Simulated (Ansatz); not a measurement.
# Be4P2O (built on the sites of a database entry of Ca4Sb2O): following an unstable mode

Wanted: the energy along a soft mode of Be4P2O (built on the sites of a database entry of Ca4Sb2O) and the structure at the end.

Program: Ansatz 0.2.0. Level of theory: DFT PBEsol, scalar-relativistic, plane waves, PAW. Results are calculated unless marked as measured.

The structure was built from a prototype and need not be the compound's stable phase.

## 1. The starting structure

The structure is tetragonal, space group I4/mmm (No. 139). Conventional cell: a = 3.583 Å, b = 3.583 Å, c = 10.943 Å, α = 90.00°, β = 90.00°, γ = 90.00°. Nearest to Be lie 2 O at 1.79 Å and 4 P at 2.40 Å. Be has 1 O at 1.72 Å and 5 P at 2.15 to 2.54 Å and 4 Be at 2.48 Å nearest. Nearest to P lie 9 Be at 2.15 to 2.54 Å. Nearest to O lie 6 Be at 1.72 to 1.79 Å. Farther neighbours and most contacts between anions are not listed.

## 2. Zone-centre response

The cell comes from relaxations at this level that are not shown. The zone centre is the only wavevector solved here; it holds the modes that light can see, as far as symmetry allows. No field response is asked, since the mesh shows no gap.

File input.yaml:

```yaml
crystal:
  lattice:
    - [-1.7913590676, 1.7913590676, 5.4716745197]
    - [1.7913590676, -1.7913590676, 5.4716745197]
    - [1.7913590676, 1.7913590676, -5.4716745197]
  atoms:
    - { symbol: Be, position: [0.5, 0.0, 0.5] }
    - { symbol: Be, position: [0.0, 0.5, 0.5] }
    - { symbol: Be, position: [0.343050778, 0.343050778, 0.0] }
    - { symbol: Be, position: [0.656949222, 0.656949222, 0.0] }
    - { symbol: P, position: [0.1462780517, 0.1462780517, 0.0] }
    - { symbol: P, position: [0.8537219483, 0.8537219483, 0.0] }
    - { symbol: O, position: [0.5, 0.5, 0.0] }
kpoints:
  mp_grid: { grid: [16, 16, 16] }
hamiltonian:
  xc: pbesol
scf:
  occupations: { method: methfessel_paxton, width: 0.2 }
output:
  eigenvalues: true
phonons:
  method: dfpt
```

The run is started by

```console
$ ansatz run input.yaml --threads 8 --pin off --max-ram 14336MiB --backend cpu --events-out ev --progress --plain --runs-dir out
```

Numbers of over 12 decimals in the logs are rounded to 6 here.

The log of the run:

```text
zone centre: on kpoints.mp_grid the ground state, and the responses unless they are solved on pairs of k-points, stand on 621 of the mesh's 4096 k-points, reduced under 4 symmetry operations, with k and −k counted as one. Each operation leaves every solved displacement unchanged or reverses it
Engine: ansatz 0.2.0, x86_64-unknown-linux-gnu
Pseudopotentials: kind: paw
Pseudopotential: Be, paw, valence charge 2, recommended cutoff 420 eV (normal), Be.paw.azcp
Pseudopotential: P, paw, valence charge 5, recommended cutoff 420 eV (normal), P.paw.azcp
Pseudopotential: O, paw, valence charge 6, recommended cutoff 420 eV (normal), O.paw.azcp
Functional definition: PBEsol
  exchange = pbesol_x
  correlation = pbesol_c
Crystal: 7 atoms, lattice volume = 70.234 Å³
Basis set: ecut = 420 eV, 1355 PW (Γ), exchange–correlation on 90×90×90 points (8 copies of the dense FFT grid, shifted against one another)
Bands: 19, of which v1, the nominal top of the filled ones, is band 12 counted from 1 (11 counted from 0)
Symmetry: 16 space group operations
k-points: 621 of 4096 (irreducible under 4 space group operations, time reversal used)
Non-local potential: Be, projectors of the file, l = 0: 2, l = 1: 2, l = 2: 1
Non-local potential: P, projectors of the file, l = 0: 2, l = 1: 2, l = 2: 2
Non-local potential: O, projectors of the file, l = 0: 2, l = 1: 2, l = 2: 1
PAW form: soft (Blöchl's): semilocal exchange-correlation on the pseudo side does not see the compensation charge
PAW frozen core: Be, regenerated for the run's functional, and the local potential with it (the file was generated under x = pbe(κ = 0.804, μ = 0.219515), c = pbe(β = 0.066725))
PAW frozen core: P, regenerated for the run's functional, and the local potential with it (the file was generated under x = pbe(κ = 0.804, μ = 0.219515), c = pbe(β = 0.066725))
PAW frozen core: O, regenerated for the run's functional, and the local potential with it (the file was generated under x = pbe(κ = 0.804, μ = 0.219515), c = pbe(β = 0.066725))
PAW one-centre angular grid: Be, 110 points (default); XC on 64 Gauss nodes
PAW one-centre angular grid: P, 110 points (default); XC on 64 Gauss nodes
PAW one-centre angular grid: O, 110 points (default); XC on 64 Gauss nodes
Initial density: superposition of atomic densities (neutral atoms: chi_scale 0, normalization atom), corrected by the library's trained network
Initial wavefunctions: pseudopotential atomic-orbital guess
Functional: x = pbesol(κ = 0.804, μ = 0.123457), c = pbesol(β = 0.046)
SCF iter   1: F=—  HF=-2403.562745 eV  |F-HF|=—  |Δ(HF+E_count)|=         —  Δρ=9.95e-3  dr2=6.53e-2  ethr=1.77e-3  ⟨swp⟩=5.8  Hψ=66086  notcnv=0
preconditioner: auto → Kerker (q_TF=auto, 2.281 Å⁻¹)  [metal: Δε(μ)=0.064 eV  Ē_g=10.103 eV  σ=0.200 eV  W_gap=0.26  n_scr=10 (ndim 8)  ℏωp=20.8 eV  f_vac=0.000  D(μ)=0.05/eV (n_scr^D=0)]
SCF iter   2: F=—  HF=-2403.546091 eV  |F-HF|=—  |Δ(HF+E_count)|=   1.67e-2  S|Δr|=    0.00e0  Δρ=2.57e-3  dr2=7.94e-3  ethr=2.72e-4  ⟨swp⟩=2.7  Hψ=23673  notcnv=0
SCF iter   3: F=—  HF=-2403.544969 eV  |F-HF|=—  |Δ(HF+E_count)|=   1.12e-3  S|Δr|=    0.00e0  Δρ=1.36e-3  dr2=2.31e-3  ethr=3.31e-5  ⟨swp⟩=1.0  Hψ=10662  notcnv=0
SCF iter   4: F=—  HF=-2403.544539 eV  |F-HF|=—  |Δ(HF+E_count)|=   4.30e-4  S|Δr|=    0.00e0  Δρ=1.47e-4  dr2=1.09e-5  ethr=9.64e-6  ⟨swp⟩=2.1  Hψ=13738  notcnv=0
SCF iter   5: F=—  HF=-2403.544539 eV  |F-HF|=—  |Δ(HF+E_count)|=   5.08e-7  S|Δr|=    0.00e0  Δρ=2.48e-5  dr2=8.82e-7  ethr=4.52e-8  ⟨swp⟩=2.2  Hψ=16981  notcnv=0
SCF iter   6: F=—  HF=-2403.544520 eV  |F-HF|=—  |Δ(HF+E_count)|=   1.92e-5  S|Δr|=    0.00e0  Δρ=5.02e-6  dr2=3.46e-8  ethr=3.67e-9  ⟨swp⟩=2.3  Hψ=14733  notcnv=0
SCF iter   7: F=—  HF=-2403.544520 eV  |F-HF|=—  |Δ(HF+E_count)|=   6.92e-9  S|Δr|=    0.00e0  Δρ=1.33e-6  dr2=2.15e-9  ethr=1.44e-10  ⟨swp⟩=2.7  Hψ=17929  notcnv=0
SCF iter   8: F=—  HF=-2403.544520 eV  |F-HF|=—  |Δ(HF+E_count)|=  4.46e-10  S|Δr|=    0.00e0  Δρ=2.80e-7  dr2=6.39e-11  ethr=8.95e-12  ⟨swp⟩=2.6  Hψ=17018  notcnv=0
SCF iter   9: F=-2403.544520 eV  HF=-2403.544520 eV  |F-HF|=2.27e-12  |Δ(HF+E_count)|=  9.55e-12  S|Δr|=    0.00e0  Δρ=5.13e-8  dr2=3.38e-12  ethr=1.00e-12  ⟨swp⟩=9.9  Hψ=62923  notcnv=0
SCF 1 converged in 9 iterations: F = -2403.544520 eV  dr2 = 3.38e-12
  greatest PAW one-centre occupation: 0.865 electrons in one spin orbital (limit 2), on the O atom at site 6 (counted from 0), in its partial waves of l = 0
DFPT response loops at Γ: preconditioner auto → Kerker (q_TF=auto, 2.281 Å⁻¹) (partly filled bands, converged f_vac=0.000); β = 1.00, the filter's whole step (`scf.mixing.beta` (0.50) is not read by the response loops under this deck's `scf.mixing.preconditioner`; to damp them name `kerker` or `kerker_dos`, under which they read `scf.mixing.beta`, and type it under 1.00, their step now; both keys bind the ground state too); Broyden in place of MSR1
SCF converged after 9 iterations
Stability not checked: this state was not tested for a lower state beside it, because cold or Methfessel-Paxton smearing, or corrected tetrahedra, fill the levels in a way that the test cannot read (fill_not_monotonic; see scf.lower_state_search)
Free energy (F): -2403.544520 eV
Harris-Foulkes:  -2403.544520 eV  (|F-HF|=2.27e-12)
Internal energy: -2403.544966 eV  (E = F + TS)
E sigma→0 (E₀):  -2403.544632 eV
Entropy (-TS):   0.000445 eV (0.064 meV/atom)
Fermi energy:    9.649881 eV
Step filling:    the computed levels leave a gap of 0.0010 eV = 0.0 smearing widths at the electron count; against every level under it full and every level over it empty, smearing changes F+E_penalty+E_count by +0.127 meV and its σ→0 estimate by +0.016 meV
--- Per-component energies (eV) ---
  E_band       = 42.221347
  E_kinetic    = 401.310451
  E_local      = -555.503683  (includes V_loc(G=0)·N_el)
  E_nonlocal   = 133.071311
  E_hartree    = 210.349769
  E_xc         = -275.312872
  E_vxc        = -300.956852  (∫ρ·V_xc dr)
  E_paw        = -1489.384309  (= ΣΔE_a)
  E_vpaw       = -56.401919  (= ΣTr[D̂ρ^β])
  E_aug_tail   = 0.002518  (compensation charges beyond the density's cutoff)
  E_ewald      = -828.243755
  E_core_change = 0.165605  (= ΣΔE_core)
  E_smearing   = 0.000445  (= −TS)
  E_closure    = 0.000000  (closes the sum)
  Σ components = -2403.544520   (vs F -2403.544520, Δ=0.00e0)
--- Band table (eV; the first three rows and the last of 621) ---
  k-point 0: bands = [... 8 lower, 6.5975, 8.0636, 8.4264, 8.4264, 10.6814, 11.1035, 12.8155, 13.2193, ... 3 higher]
  k-point 1: bands = [... 8 lower, 6.5366, 8.0846, 8.2431, 8.2675, 11.1282, 11.4393, 13.0147, 13.2512, ... 3 higher]
  k-point 2: bands = [... 8 lower, 6.3542, 7.2783, 7.8733, 8.8053, 12.1477, 12.2571, 13.2315, 13.2478, ... 3 higher]
  k-point 620: bands = [... 8 lower, 6.9889, 6.9889, 8.5431, 8.5431, 9.6091, 10.3408, 11.6627, 12.6729, ... 3 higher]
--- Phonons (Γ-DFPT): 9 representative perturbations + reference, on 621 of 4096 k-points (Σ response iterations 28) ---
  k mesh reduced under 4 symmetry operations, with k and −k counted as one. Each operation leaves every solved displacement unchanged or reverses it
  ASR residual: 1.374e-5 → 0.000e0 eV/Å²; symmetrization residual: 9.908e-7 eV/Å²
  ASR residual per site (eV/Å²): 1.37e-5 1.37e-5 8.52e-6 8.52e-6 1.56e-6 1.56e-6 1.03e-5
  Γ frequencies (cm⁻¹): -338.04 -338.04 -267.97 -267.97 0.00 0.00 0.00 143.47 160.62 160.62 239.61 239.61 351.16 351.16 361.00 373.03 430.85 430.85 483.98 601.64 613.99
  non-analytic LO–TO correction: not included (Born effective charges unavailable; polar crystals: no LO–TO splitting at Γ)
```

Run time: 4.7 min. Hardware: 8 threads of Intel Xeon Platinum 8259CL at 2.50GHz (Skylake/Cascade Lake), shared host; peak memory 3.3 GiB; 31 min of CPU time.

In the SCF lines HF is the Harris–Foulkes energy and dr2 the Hartree energy of the density residual, in eV; the loop may stop once dr2 is under the threshold and the program's other checks hold. Hψ counts applications of the Hamiltonian.

This step gave:

- volume per atom: 10.03 Å³
- gap on the k-mesh: 0 eV
- sum-rule residual before enforcement: 1.37e-5 eV/Å²
- point group: 4/mmm
- highest optical mode at the zone centre (no LO-TO term): 614.0 cm⁻¹
- lowest optical zone-centre mode: -338.0 cm⁻¹

Patterns of degenerate modes are one choice out of their space. Modes at Γ, with each element's share of the kinetic energy (negative means imaginary):

| mode | frequency (cm⁻¹) | symmetry | Be % | P % | O % |
| --- | --- | --- | --- | --- | --- |
| 1 | -338.0 | Eu | 85 | 9 | 6 |
| 2 | -338.0 | Eu | 85 | 9 | 6 |
| 3 | -268.0 | Eg | 100 | 0 | 0 |
| 4 | -268.0 | Eg | 100 | 0 | 0 |
| 5 | 0.0 | acoustic | 32 | 54 | 14 |
| 6 | 0.0 | acoustic | 32 | 54 | 14 |
| 7 | 0.0 | acoustic | 32 | 54 | 14 |
| 8 | 143.5 | B2u | 100 | 0 | 0 |
| 9 | 160.6 | Eu | 84 | 10 | 7 |
| 10 | 160.6 | Eu | 84 | 10 | 7 |
| 11 | 239.6 | Eg | 0 | 100 | 0 |
| 12 | 239.6 | Eg | 0 | 100 | 0 |
| 13 | 351.2 | Eu | 20 | 25 | 55 |
| 14 | 351.2 | Eu | 20 | 25 | 55 |
| 15 | 361.0 | A1g | 9 | 91 | 0 |
| 16 | 373.0 | A2u | 47 | 39 | 14 |
| 17 | 430.9 | Eu | 79 | 2 | 18 |
| 18 | 430.9 | Eu | 79 | 2 | 18 |
| 19 | 484.0 | A2u | 45 | 3 | 51 |
| 20 | 601.6 | A1g | 91 | 9 | 0 |
| 21 | 614.0 | A2u | 76 | 3 | 21 |

Displacements in mode 1 (-338.0 cm⁻¹), the largest set to 1:
```
Be1  0.06  0.00  0.00
Be2 -0.30  0.00  0.00
Be3  1.00  0.01  0.00
Be4  1.00  0.01  0.00
P5  -0.18  0.00  0.00
P6  -0.18  0.00  0.00
O7  -0.28  0.00  0.00
```

Displacements in mode 12 (239.6 cm⁻¹), the largest set to 1:
```
Be1  0.00  0.00  0.00
Be2  0.00  0.00  0.00
Be3 -0.12  0.00  0.00
Be4  0.12  0.00  0.00
P5   1.00 -0.02  0.00
P6  -1.00  0.02  0.00
O7   0.00  0.00  0.00
```

Before it was imposed, the acoustic sum rule was missed by 1.4e-5 eV/Å². Small misses are needed for a sound result but don't prove that mesh and cutoff are converged. The lowest optical mode is imaginary, 338.0i cm⁻¹, so the energy falls along it.

## 3. The mode frozen in, largest atomic shift 0 Å

The mode followed lies at Γ with frequency 338.0i cm⁻¹ and is 2-fold degenerate, the softest among the wavevectors solved. At small amplitude the distorted cell has space group no. 8 by a symmetry search on the positions. The undistorted cell that holds it gives the zero of energy on the same k mesh.

input.yaml: that of step 2 with these lines changed.

```diff
@@ -20,4 +20,4 @@
 output:
+  forces: true
+  stress: true
   eigenvalues: true
-phonons:
-  method: dfpt
```

The log of the run:

```text
[...]
k-point 0: bands = [... 8 lower, 6.5975, 8.0636, 8.4264, 8.4264, 10.6814, 11.1035, 12.8154, 13.2193, ... 3 higher]
  k-point 1: bands = [... 8 lower, 6.5366, 8.0846, 8.2431, 8.2675, 11.1282, 11.4392, 13.0147, 13.2512, ... 3 higher]
  k-point 2: bands = [... 8 lower, 6.3542, 7.2783, 7.8732, 8.8054, 12.1477, 12.2571, 13.2314, 13.2478, ... 3 higher]
  k-point 348: bands = [... 8 lower, 6.9889, 6.9889, 8.5431, 8.5431, 9.6091, 10.3408, 11.6627, 12.6729, ... 3 higher]
[key lines of the parts left out:]
SCF converged after 6 iterations
Free energy (F): -2403.544520 eV
Fermi energy:    9.649891 eV
P = ⅓ Tr σ = 0.0032 GPa (0.032 kbar)
```

It took 6 s on 8 threads; peak memory 0.75 GiB; 42 s of CPU time.

Numbers from this step:

* pressure: 0.003206 GPa
* energy from the undistorted cell: 0 meV/atom

The run ends at a pressure of 0.00 GPa, with forces up to 4.6e-4 eV/Å.

## 4. The mode frozen in, largest atomic shift 0.32 Å

The atoms are moved along the unstable eigenvector, the largest shift by 0.32 Å, with the cell fixed.

input.yaml, the sections that differ from step 3:

```yaml
crystal:
  lattice:
    - [-1.7913590676, 1.7913590676, 5.4716745197]
    - [1.7913590676, -1.7913590676, 5.4716745197]
    - [1.7913590676, 1.7913590676, -5.4716745197]
  atoms:
    - { symbol: Be, position: [0.4857422775, 0.00441554, 0.4901578176] }
    - { symbol: Be, position: [0.0027975409, 0.4774961129, 0.4802936538] }
    - { symbol: Be, position: [0.3908529654, 0.4185000673, 0.1232514767] }
    - { symbol: Be, position: [0.7047514094, 0.7323985112, 0.1232514767] }
    - { symbol: P, position: [0.1375189469, 0.1324529891, -0.0225841673] }
    - { symbol: P, position: [0.8449628435, 0.8398968858, -0.0225841673] }
    - { symbol: O, position: [0.4865167809, 0.4787185617, -0.0347646574] }
# kpoints, hamiltonian, scf, output: as in step 3
```

The log of the run:

```text
[...]
Crystal: 7 atoms, lattice volume = 70.234 Å³
Basis set: ecut = 420 eV, 1355 PW (Γ), FFT grids on a1+a3, a2+a3, a3, exchange–correlation on 48×48×90 points (8 copies of the dense FFT grid, shifted against one another)
Bands: 19, of which v1, the nominal top of the filled ones, is band 12 counted from 1 (11 counted from 0)
Symmetry: 2 space group operations
[...]
k-point 0: bands = [... 8 lower, 6.8076, 8.0588, 8.2928, 8.4580, 10.2574, 10.5981, 12.9341, 13.1471, ... 3 higher]
  k-point 1: bands = [... 8 lower, 6.5633, 7.7343, 8.2337, 8.4140, 10.7532, 10.9690, 13.0529, 13.2014, ... 3 higher]
  k-point 2: bands = [... 8 lower, 6.3842, 6.9469, 7.8164, 8.7566, 11.8166, 11.8468, 12.9753, 13.3376, ... 3 higher]
  k-point 1097: bands = [... 8 lower, 6.7311, 7.0892, 8.2560, 8.6905, 9.6287, 9.8493, 11.2292, 12.6347, ... 3 higher]
[key lines of the parts left out:]
SCF converged after 6 iterations
Free energy (F): -2403.791765 eV
Fermi energy:    9.623731 eV
P = ⅓ Tr σ = 1.3153 GPa (13.153 kbar)
```

It took 25 s on 8 threads; peak memory 1.6 GiB; 3.1 min of CPU time.

Numbers from this step:

* pressure: 1.315 GPa
* gap on the k-mesh: 0.04906 eV
* energy from the undistorted cell: -35.32 meV/atom

The energy, extrapolated to zero smearing, is -35.32 meV/atom against the undistorted cell.

The run ends at a pressure of 1.32 GPa, with forces up to 0.33 eV/Å.

## 5. Energy along the mode, all amplitudes (two of the runs are shown above)

An imaginary frequency means negative curvature, so the energy should fall and then rise again as anharmonic terms take over.

Numbers from this step:

| Quantity | Value |
| --- | --- |
| depth at the lowest point sampled | 35.32 meV/atom |
| largest atomic shift at that point | 0.32 Å |

The energy from the parent by largest atomic shift:

| largest atomic shift (Å) | energy from the parent (meV/atom) |
| --- | --- |
| 0.000 | 0 |
| 0.040 | -1.06 |
| 0.080 | -4.12 |
| 0.140 | -11.7 |
| 0.220 | -24.4 |
| 0.320 | -35.3 |
| 0.450 | -17.8 |
| 0.600 | 96.5 |

Displacement at unit largest shift by atom:

| atom | x (Å) | y (Å) | z (Å) | size |
| --- | --- | --- | --- | --- |
| Be1 | 0.05 | -0.16 | 0.00 | 0.17 |
| Be2 | -0.25 | 0.03 | 0.00 | 0.25 |
| Be3 | 0.84 | 0.54 | 0.00 | 1.00 |
| Be4 | 0.84 | 0.54 | 0.00 | 1.00 |
| P5 | -0.15 | -0.10 | 0.00 | 0.18 |
| P6 | -0.15 | -0.10 | 0.00 | 0.18 |
| O7 | -0.24 | -0.15 | 0.00 | 0.28 |

The lowest of the steps tried is at 0.32 Å, 35.3 meV/atom below the parent; the bottom of the well need not coincide with a step.

[end of part 1 of 3]

[Logs are printed without paths, hosts, clocks, repeated set-up lines and the standing remarks that a program may print on its own settings, such as how far it seeks lower states.]

[Hosts, paths, dates, database ids (printed as entryN), source tags and the programs' standing remarks are cut or masked in the printed files.]
